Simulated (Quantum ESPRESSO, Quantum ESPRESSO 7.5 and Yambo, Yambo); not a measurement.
**SiC (P6_3mc): a self-consistent loop beyond G0W0, cycle by cycle**

How far does self-consistency move the gap of SiC (P6_3mc)?

Method: PBE and many-body steps on it, plane waves, in Quantum ESPRESSO 7.5 and Yambo 5.3.0.

**The experiments to reproduce.**

- Gap 3.33 eV: band gap at cryogenic temperature; bulk crystal (literature value) (quoted in “Silicon carbide diodes for neutron detection”, 2020, arxiv:2009.14696).

This is a report of a sequence of runs, with most program output left out.

### 1. Set-up

Symmetry: P6_3mc, No. 186, hexagonal system. The conventional cell has a = 3.074 Å, b = 3.074 Å, c = 5.045 Å, α = 90.00°, β = 90.00°, γ = 120.00°. Nearest to Si lie 4 C at 1.88 to 1.90 Å. Nearest to C lie 4 Si at 1.88 to 1.90 Å. Farther neighbours are not listed.

The cell and positions are those that the Materials Project relaxed with its own functionals (PBE, PBE+U or r2SCAN), kept fixed.

### 2. Empty states on the mesh, 3×3×4 mesh, 180 bands

This step: Quantum ESPRESSO 7.5; DFT, PBE, plane waves, norm-conserving pseudopotentials.

The sums over transitions need many empty states on a uniform mesh; this step solves for them.

pw.in reads:

```
&control
  calculation = 'nscf'
  prefix = 'x'
  outdir = 'o'
  pseudo_dir = 'pseudo'
/
&system
  ibrav = 0
  nat = 4
  ntyp = 2
  ecutwfc = 74.0
  nbnd = 180
  force_symmorphic = .true.
/
&electrons
  conv_thr = 1e-9
  electron_maxstep = 80
  diago_full_acc = .true.
  diago_thr_init = 5e-6
/
ATOMIC_SPECIES
  Si 28.085 Si.upf
  C 12.011 C.upf
CELL_PARAMETERS angstrom
  3.0735139282 0.0000000000 0.0000000000
  -1.5367569641 2.6617411407 0.0000000000
  0.0000000000 0.0000000000 5.0452477100
ATOMIC_POSITIONS crystal
  Si 0.3333333333 0.6666666667 0.4996024000
  Si 0.6666666667 0.3333333333 0.9996024000
  C 0.3333333333 0.6666666667 0.8753976000
  C 0.6666666667 0.3333333333 0.3753976000
K_POINTS automatic
  3 3 4 0 0 0
```

On the command line:

```console
$ OMP_NUM_THREADS=1 mpirun -n 4 pw.x -nk 4 -in pw.in > pw.out
```

Elapsed: 16 s, on 4 MPI ranks of Arm Neoverse V1, shared host; peak memory 0.38 GiB; 63 s of CPU time.

This step gave:

| Quantity | Value |
| --- | --- |
| gap | 2.275 eV |
| k of the valence top | 0, 0, 0 |
| k of the conduction bottom | 0.3333, 0.3333, 0 |
| least direct gap | 4.293 eV |
| k points computed | 10 |
| lowest point of the top converged band, above the valence top | 131.3251 eV |

On this mesh the gap is 2.275 eV.

The density comes from a self-consistent run that is not shown.

### 3. Conversion and set-up

This step: Yambo 5.3.0; conversion and set-up on PBE, plane waves, norm-conserving pseudopotentials.

The states are converted to the many-body program's format and the q mesh is built.

On the command line:

```console
$ (cd o/x.save; p2y > p2y.log; mv SAVE ../..); yambo > setup.log
```

Elapsed: 2.1 s, on 1 MPI rank; peak memory 0.23 GiB.

### 4. G0W0

G0W0 replaces the xc potential by the self-energy, built once from these orbitals. Only a window of levels is corrected, while the sums run over the empty bands that the input names.

This step: G0W0 on PBE, plane waves, norm-conserving pseudopotentials.

gw1.in reads:

```
HF_and_locXC
gw0
dyson
ppa
em1d
rim_cut
RandQpts= 1000000
RandGvec= 1 RL
EXXRLvcs= 74 Ry
VXCRLvcs= 296 Ry
Chimod= "HARTREE"
% BndsRnXp
 1 | 180 |
%
NGsBlkXp= 15.5 Ry
% LongDrXp
 1 | 1 | 1 |
%
% GbndRnge
 1 | 180 |
%
DysSolver= "n"
ExtendOut
PPAPntXp= 27.21138 eV
% QPkrange
 1 | 1 | 7 | 10 |
 7 | 7 | 7 | 10 |
 4 | 4 | 7 | 10 |
%
```

On the command line:

```console
$ OMP_NUM_THREADS=1 mpirun -n 4 yambo -F gw1.in -J gw1 -C gw1 > gw1.log
```

The job ended after 2.2 min (4 MPI ranks; peak memory 1.6 GiB; 8.6 min of CPU time).

This step gave:

```
G0W0 gap on the points computed              : 2.993 eV
starting gap on the mesh                     : 2.275 eV
k of the valence top                         : 0, 0, 0
k of the conduction bottom                   : 0.3333, 0.3333, 0
least direct G0W0 gap on the computed points : 5.234 eV
Z at the valence top                         : 0.7954
Z at the conduction bottom                   : 0.8275
```

The gap on the mesh goes from 2.28 eV to 2.99 eV, a correction of +0.72 eV.

### 5. evGW0, cycle 1

This step: evGW0 on PBE, plane waves, norm-conserving pseudopotentials.

gw3.in, as its differences from gw1.in of step 4:

```diff
@@ -25,5 +25,4 @@
 % QPkrange
- 1 | 1 | 7 | 10 |
- 7 | 7 | 7 | 10 |
- 4 | 4 | 7 | 10 |
+ 1 | 10 | 1 | 14 |
 %
+GfnQPdb= "E < ./gw2/ndb.QP"
```

On the command line:

```console
$ OMP_NUM_THREADS=1 mpirun -n 4 yambo -F gw3.in -J gw3,gw1_W -C gw3 > gw3.log
```

Elapsed: 14 min, on 4 MPI ranks; peak memory 1.5 GiB.

This step gave:

- quasiparticle gap on the mesh: 3.075 eV
- gap of the density functional on the mesh: 2.275 eV
- k of the valence top: 0, 0, 0
- k of the conduction bottom: 0.3333, 0.3333, 0
- least direct quasiparticle gap on the computed points: 5.354 eV
- Z at the valence top: 0.7993
- Z at the conduction bottom: 0.8357

Against G0W0 in Yambo (3×3×4 mesh, 180 bands, screening to 210.9 eV, Godby-Needs plasmon pole), the gap moves by +0.082 eV.

The program's own table gives 3.193 eV, which is too large where the input levels are shifted: this version takes Σc at the unshifted level E₀, yet steps from the shifted one. The value above is the Newton step from E₀, E₀ + Z(Σc + Σx − Vxc), rebuilt from the printed columns.

### 6. evGW0, cycle 2

The corrected levels of the last cycle go back in.

gw4.in, as its differences from gw3.in of step 5:

```diff
@@ -27,2 +27,2 @@
 %
-GfnQPdb= "E < ./gw2/ndb.QP"
+GfnQPdb= "E < ./gw3_fix/ndb.QP"
```

On the command line:

```console
$ OMP_NUM_THREADS=1 mpirun -n 4 yambo -F gw4.in -J gw4,gw1_W -C gw4 > gw4.log
```

Run time: 14 min. Hardware: 4 MPI ranks; peak memory 1.5 GiB; 56 min of CPU time.

This step gave:

```
quasiparticle gap on the mesh                         : 3.085 eV
gap of the density functional on the mesh             : 2.275 eV
k of the valence top                                  : 0, 0, 0
k of the conduction bottom                            : 0.3333, 0.3333, 0
least direct quasiparticle gap on the computed points : 5.370 eV
```

Against the cycle before, the gap moves by +0.010 eV.

The program's own table gives 3.215 eV, which is too large where the input levels are shifted: this version takes Σc at the unshifted level E₀, yet steps from the shifted one. The value above is the Newton step from E₀, E₀ + Z(Σc + Σx − Vxc), rebuilt from the printed columns.

### 7. evGW, cycle 1

This step: evGW on PBE, plane waves, norm-conserving pseudopotentials.

gw5.in, as its differences from gw4.in of step 6:

```diff
@@ -27,2 +27,3 @@
 %
-GfnQPdb= "E < ./gw3_fix/ndb.QP"
+GfnQPdb= "E < ./gw2/ndb.QP"
+XfnQPdb= "E < ./gw2/ndb.QP"
```

On the command line:

```console
$ OMP_NUM_THREADS=1 mpirun -n 4 yambo -F gw5.in -J gw5 -C gw5 > gw5.log
```

Run time: 15 min. Hardware: 4 MPI ranks; peak memory 1.6 GiB; 61 min of CPU time.

Numbers from this step:

| Quantity | Value |
| --- | --- |
| quasiparticle gap on the mesh | 3.217 eV |
| gap of the density functional on the mesh | 2.275 eV |
| k of the valence top | 0, 0, 0 |
| k of the conduction bottom | 0.3333, 0.3333, 0 |
| least direct quasiparticle gap on the computed points | 5.512 eV |

Against G0W0 in Yambo (3×3×4 mesh, 180 bands, screening to 210.9 eV, Godby-Needs plasmon pole), the gap moves by +0.224 eV.

The program's own table gives 3.328 eV, which is too large where the input levels are shifted: this version takes Σc at the unshifted level E₀, yet steps from the shifted one. The value above is the Newton step from E₀, E₀ + Z(Σc + Σx − Vxc), rebuilt from the printed columns.

### 8. evGW, cycle 2

gw6.in, as its differences from gw5.in of step 7:

```diff
@@ -27,3 +27,3 @@
 %
-GfnQPdb= "E < ./gw2/ndb.QP"
-XfnQPdb= "E < ./gw2/ndb.QP"
+GfnQPdb= "E < ./gw5_fix/ndb.QP"
+XfnQPdb= "E < ./gw5_fix/ndb.QP"
```

On the command line:

```console
$ OMP_NUM_THREADS=1 mpirun -n 4 yambo -F gw6.in -J gw6 -C gw6 > gw6.log
```

The job ended after 15 min (4 MPI ranks; peak memory 1.6 GiB).

This step gave:

```
quasiparticle gap on the mesh                         : 3.283 eV
gap of the density functional on the mesh             : 2.275 eV
k of the valence top                                  : 0, 0, 0
k of the conduction bottom                            : 0.3333, 0.3333, 0
least direct quasiparticle gap on the computed points : 5.594 eV
```

Against the cycle before, the gap moves by +0.066 eV.

The program's own table gives 3.423 eV, which is too large where the input levels are shifted: this version takes Σc at the unshifted level E₀, yet steps from the shifted one. The value above is the Newton step from E₀, E₀ + Z(Σc + Σx − Vxc), rebuilt from the printed columns.

### 9. evGW, cycle 3

gw7.in, as its differences from gw6.in of step 8:

```diff
@@ -27,3 +27,3 @@
 %
-GfnQPdb= "E < ./gw5_fix/ndb.QP"
-XfnQPdb= "E < ./gw5_fix/ndb.QP"
+GfnQPdb= "E < ./gw6_fix/ndb.QP"
+XfnQPdb= "E < ./gw6_fix/ndb.QP"
```

On the command line:

```console
$ OMP_NUM_THREADS=1 mpirun -n 4 yambo -F gw7.in -J gw7 -C gw7 > gw7.log
```

The job ended after 15 min (4 MPI ranks; peak memory 1.6 GiB; 61 min of CPU time).

Numbers from this step:

```
quasiparticle gap on the mesh                         : 3.303 eV
gap of the density functional on the mesh             : 2.275 eV
k of the valence top                                  : 0, 0, 0
k of the conduction bottom                            : 0.3333, 0.3333, 0
least direct quasiparticle gap on the computed points : 5.618 eV
```

Against the cycle before, the gap moves by +0.020 eV.

The program's own table gives 3.451 eV, which is too large where the input levels are shifted: this version takes Σc at the unshifted level E₀, yet steps from the shifted one. The value above is the Newton step from E₀, E₀ + Z(Σc + Σx − Vxc), rebuilt from the printed columns.

### 10. evGW, cycle 4

gw8.in, as its differences from gw7.in of step 9:

```diff
@@ -27,3 +27,3 @@
 %
-GfnQPdb= "E < ./gw6_fix/ndb.QP"
-XfnQPdb= "E < ./gw6_fix/ndb.QP"
+GfnQPdb= "E < ./gw7_fix/ndb.QP"
+XfnQPdb= "E < ./gw7_fix/ndb.QP"
```

On the command line:

```console
$ OMP_NUM_THREADS=1 mpirun -n 4 yambo -F gw8.in -J gw8 -C gw8 > gw8.log
```

The job ended after 15 min (4 MPI ranks; peak memory 1.6 GiB).

Numbers from this step:

- quasiparticle gap on the mesh: 3.308 eV
- gap of the density functional on the mesh: 2.275 eV
- k of the valence top: 0, 0, 0
- k of the conduction bottom: 0.3333, 0.3333, 0
- least direct quasiparticle gap on the computed points: 5.625 eV

Against the cycle before, the gap moves by +0.006 eV.

The program's own table gives 3.459 eV, which is too large where the input levels are shifted: this version takes Σc at the unshifted level E₀, yet steps from the shifted one. The value above is the Newton step from E₀, E₀ + Z(Σc + Σx − Vxc), rebuilt from the printed columns.

### 11. The runs together

Times are wall times on 4 MPI ranks of Arm Neoverse V1, shared host, good to a factor of about two.

```csv
run,mesh,bands,screening cutoff (eV),DFT gap (eV),gap on the mesh (eV),direct (eV),time
G0W0,3×3×4,180,210.9,2.275,2.993,5.234,2.2 min
"evGW0, cycle 1",3×3×4,180,210.9,2.275,3.075,5.354,14 min
"evGW0, cycle 2",3×3×4,180,210.9,2.275,3.085,5.370,14 min
"evGW, cycle 1",3×3×4,180,210.9,2.275,3.217,5.512,15 min
"evGW, cycle 2",3×3×4,180,210.9,2.275,3.283,5.594,15 min
"evGW, cycle 3",3×3×4,180,210.9,2.275,3.303,5.618,15 min
"evGW, cycle 4",3×3×4,180,210.9,2.275,3.308,5.625,15 min
```

### 12. Results

```
G0W0           : 2.993 eV
evGW0, cycle 1 : 3.075 eV
evGW0, cycle 2 : 3.085 eV
evGW, cycle 1  : 3.217 eV
evGW, cycle 2  : 3.283 eV
evGW, cycle 3  : 3.303 eV
evGW, cycle 4  : 3.308 eV
known limits   : not at the basis limit; coarse k mesh
```

What this shows: evGW0 ends at 3.08 eV, +0.09 eV from G0W0, after 2 cycles that took 28 min beside the first screening; the last moved the gap by 0.010 eV. evGW ends at 3.31 eV, +0.32 eV from G0W0, after 4 cycles that took 61 min beside the first screening; the last moved the gap by 0.006 eV. Against experiment, by evGW, cycle 4: the gap of 3.31 eV lies −0.02 eV from the measured 3.33 eV (kind not stated, quoted 2020). These are gaps on the mesh, at modest bands and cutoff. The calculation has static nuclei and no excitons; a measured gap holds zero-point and thermal motion, which mostly lowers it. Bands and cutoff are finite, so the gap is not at the basis limit. The miss can reach some tenths of an eV and take either sign; the mesh is an error of its own. The 3×3×4 mesh is coarse for this cell, which bears on the long-range parts of exchange and screening.

[Paths, hosts, dates, memory and timing lines, banners, echoed tables and standing remarks are left out of the program output.]

[Logs are printed without paths, hosts, clocks, repeated set-up lines and the standing remarks that a program may print on its own settings, such as how far it seeks lower states.]

[Runs of the session that timed out or met a known fault of the program may be left out.]

[Hosts, paths, dates, database ids (printed as entryN), source tags and the programs' standing remarks are cut or masked in the printed files.]
